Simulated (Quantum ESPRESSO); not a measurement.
# The valence band of WC as photoemission sees it, part 5 of 15

Wanted: projected DOS of WC, weighted into photoemission and X-ray emission spectra, at several levels of theory.

Quantum ESPRESSO 7.5; DFT, PBE, plane waves, ultrasoft GBRV pseudopotentials, scalar-relativistic (the session's first sound run).

So far. Step 4 (Projected DOS and spectra): The DOS is smeared over a finite mesh, so a small value at the Fermi level depends on both. At the Fermi level the DOS is 0.27 states/eV a cell, and on the broadened curves W 5d holds 66 % of the total there. Step 5 (The base run: bands): Of the bands kept, 2 cross the Fermi level on this path.

## (6) With spin–orbit coupling: self-consistent run

This step: DFT, PBE, plane waves, norm-conserving PseudoDojo pseudopotentials, with spin-orbit coupling (Quantum ESPRESSO 7.5).

Spin–orbit coupling splits and shifts levels of heavy atoms, so the bands are solved again with spinors.

scf.in reads:

```
&control
  calculation = 'scf'
  prefix = 'pes'
  outdir = './tmp'
  pseudo_dir = './pp'
  tprnfor = .true.
  tstress = .true.
/
&system
  ibrav = 0
  nat = 2
  ntyp = 2
  ecutwfc = 82.0
  ecutrho = 328.0
  occupations = 'smearing'
  nbnd = 34
  smearing = 'fd'
  degauss = 0.00367
  noncolin = .true.
  lspinorb = .true.
/
&electrons
  conv_thr = 1.2e-08
  mixing_beta = 0.5
  electron_maxstep = 120
/
ATOMIC_SPECIES
W 183.8400 W.upf
C 12.0110 C.upf
CELL_PARAMETERS angstrom
 2.906500000 0.000000000 0.000000000
 -1.453250000 2.517102836 0.000000000
 0.000000000 0.000000000 2.836600000
ATOMIC_POSITIONS crystal
W 0.000000000 0.000000000 0.000000000
C 0.666666667 0.333333333 0.500000000
K_POINTS automatic
18 18 14 0 0 0
```

Command:

```console
$ OMP_NUM_THREADS=1 mpirun -n 4 pw.x -nk 4 -in scf.in > scf.out
```

Log:

```text
[banner, memory and clock lines left out]
Program PWSCF v.7.5 starts

          URL

     Message from routine setup:
     using ibrav=0 with symmetry is DISCOURAGED, use correct ibrav instead

     G-vector sticks info

     bravais-lattice index     =            0
     lattice parameter (alat)  =       5.4925  a.u.
     unit-cell volume          =     140.0445 (a.u.)^3
     number of atoms/cell      =            2
     number of atomic types    =            2
     number of electrons       =        18.00
     number of Kohn-Sham states=           34
     kinetic-energy cutoff     =      82.0000  Ry
     charge density cutoff     =     328.0000  Ry
     scf convergence threshold =      1.2E-08
     mixing beta               =       0.5000
     number of iterations used =            8  plain     mixing
     Exchange-correlation= PBE
                           (   1   4   3   4   0   0   0)
     Non magnetic calculation with spin-orbit

     celldm(1)=   5.492489  celldm(2)=   0.000000  celldm(3)=   0.000000
     celldm(4)=   0.000000  celldm(5)=   0.000000  celldm(6)=   0.000000

     crystal axes: (cart. coord. in units of alat)
               a(1) = (   1.000000   0.000000   0.000000 )
               a(2) = (  -0.500000   0.866025   0.000000 )
               a(3) = (   0.000000   0.000000   0.975950 )

     reciprocal axes: (cart. coord. in units 2 pi/alat)
               b(1) = (  1.000000  0.577350 -0.000000 )
               b(2) = (  0.000000  1.154701  0.000000 )
               b(3) = (  0.000000 -0.000000  1.024642 )

     PseudoPot. # 1 for W  read from file:
     ./pp/W.upf
     Pseudo is Norm-conserving + core correction, Zval = 14.0
     Generated using ONCVPSP code by D. R. Hamann
     Using radial grid of 1396 points, 14 beta functions with:
                l(1) =   0
                l(2) =   0
                l(3) =   1
                l(4) =   1
                l(5) =   1
                l(6) =   1
                l(7) =   2
                l(8) =   2
                l(9) =   2
               l(10) =   2
               l(11) =   3
               l(12) =   3
               l(13) =   3
               l(14) =   3

     PseudoPot. # 2 for C  read from file:
     ./pp/C.upf
     Pseudo is Norm-conserving + core correction, Zval =  4.0
     Generated using ONCVPSP code by D. R. Hamann
     Using radial grid of 1248 points,  6 beta functions with:
                l(1) =   0
                l(2) =   0
                l(3) =   1
                l(4) =   1
                l(5) =   1
                l(6) =   1

     atomic species   valence    mass     pseudopotential
     W                14.00   183.84000     W ( 1.00)
     C                 4.00    12.01100     C ( 1.00)

     12 Sym. Ops. (no inversion) found

   Cartesian axes

     site n.     atom                  positions (alat units)
         1        W      tau(   1) = (   0.0000000   0.0000000   0.0000000  )
         2        C      tau(   2) = (   0.5000000   0.2886751   0.4879752  )

     number of k points=   296  Fermi-Dirac smearing, width (Ry)=  0.0037

     Number of k-points >= 100: set verbosity='high' to print them.

     Dense  grid:    14023 G-vectors     FFT dimensions: (  32,  32,  32)

     Initial potential from superposition of free atoms

     starting charge      17.9994, renormalised to      18.0000
     Starting wfcs are   28 randomized atomic wfcs +    6 random wfcs

     per-process dynamical memory:   164.5 Mb

     Self-consistent Calculation

     iteration #  1     ecut=    82.00 Ry     beta= 0.50
     Davidson diagonalization with overlap
     ethr =  1.00E-02,  avg # of iterations =  5.6

     total energy              =    -163.89622785 Ry
     estimated scf accuracy    <       0.44067017 Ry

     iteration #  2     ecut=    82.00 Ry     beta= 0.50
     Davidson diagonalization with overlap
     ethr =  2.45E-03,  avg # of iterations =  2.1

     total energy              =    -164.02394721 Ry
     estimated scf accuracy    <       0.22801517 Ry

     iteration #  3     ecut=    82.00 Ry     beta= 0.50
     Davidson diagonalization with overlap
     ethr =  1.27E-03,  avg # of iterations =  1.1

     total energy              =    -164.06674836 Ry
     estimated scf accuracy    <       0.00223423 Ry

     iteration #  4     ecut=    82.00 Ry     beta= 0.50
     Davidson diagonalization with overlap
     ethr =  1.24E-05,  avg # of iterations =  7.4

     total energy              =    -164.06732289 Ry
     estimated scf accuracy    <       0.00004792 Ry

     iteration #  5     ecut=    82.00 Ry     beta= 0.50
     Davidson diagonalization with overlap
     ethr =  2.66E-07,  avg # of iterations =  3.3

     total energy              =    -164.06732321 Ry
     estimated scf accuracy    <       0.00001689 Ry

     iteration #  6     ecut=    82.00 Ry     beta= 0.50
     Davidson diagonalization with overlap
     ethr =  9.38E-08,  avg # of iterations =  2.0

     total energy              =    -164.06732553 Ry
     estimated scf accuracy    <       0.00000073 Ry

     iteration #  7     ecut=    82.00 Ry     beta= 0.50
     Davidson diagonalization with overlap
     ethr =  4.06E-09,  avg # of iterations =  2.1

     total energy              =    -164.06732576 Ry
     estimated scf accuracy    <       0.00000036 Ry

     iteration #  8     ecut=    82.00 Ry     beta= 0.50
     Davidson diagonalization with overlap
     ethr =  1.98E-09,  avg # of iterations =  1.2

     End of self-consistent calculation

     Number of k-points >= 100: set verbosity='high' to print the bands.

     the Fermi energy is    20.5646 ev

!    total energy              =    -164.06732583 Ry
     estimated scf accuracy    <          1.3E-09 Ry
     smearing contrib. (-TS)   =      -0.00017352 Ry
     internal energy E=F+TS    =    -164.06715231 Ry

     The total energy is F=E-TS. E is the sum of the following terms:
     one-electron contribution =     -11.96155747 Ry
     hartree contribution      =      17.50723515 Ry
     xc contribution           =     -37.59018134 Ry
     ewald contribution        =    -132.02264866 Ry

     convergence has been achieved in   8 iterations

     Forces acting on atoms (cartesian axes, Ry/au):

     atom    1 type  1   force =     0.00000000    0.00000000    0.00000000
     atom    2 type  2   force =    -0.00000000   -0.00000000    0.00000000

     Total force =     0.000000     Total SCF correction =     0.000000

     Computing stress (Cartesian axis) and pressure

          total   stress  (Ry/bohr**3)                   (kbar)     P=       59.62
   0.00040766  -0.00000000   0.00000000           59.97       -0.00        0.00
  -0.00000000   0.00040766  -0.00000000           -0.00       59.97       -0.00
   0.00000000   0.00000000   0.00040047            0.00        0.00       58.91

     XML data file, charge density, pseudopotentials, collected wavefunctions

                                        0.00s GPU  (    2540 calls)
```

Elapsed: 82 s, on 4 MPI ranks of Intel Xeon at 2.60GHz (Ice Lake), shared host; 5.4 min of CPU time.

Numbers from this step:

```yaml
free_energy: -2232.2497 eV
fermi_energy: 20.56 eV
pressure: 5.962 GPa
```

The run ends at a pressure of 5.96 GPa.

(Part 5 of 15 ends here.)

[Logs are printed without paths, hosts, clocks, repeated set-up lines and the standing remarks that a program may print on its own settings, such as how far it seeks lower states.]

[Hosts, paths, dates, database ids (printed as entryN), source tags and the programs' standing remarks are cut or masked in the printed files.]

[Maps of the electrostatic potential energy from Ansatz leave out the sawtooth potential of an applied field or a dipole correction, so their vacuum need not be flat; work functions include it.]

[Peak lists hold at most the 14 tallest peaks of each spectrum; further lines can be left out.]
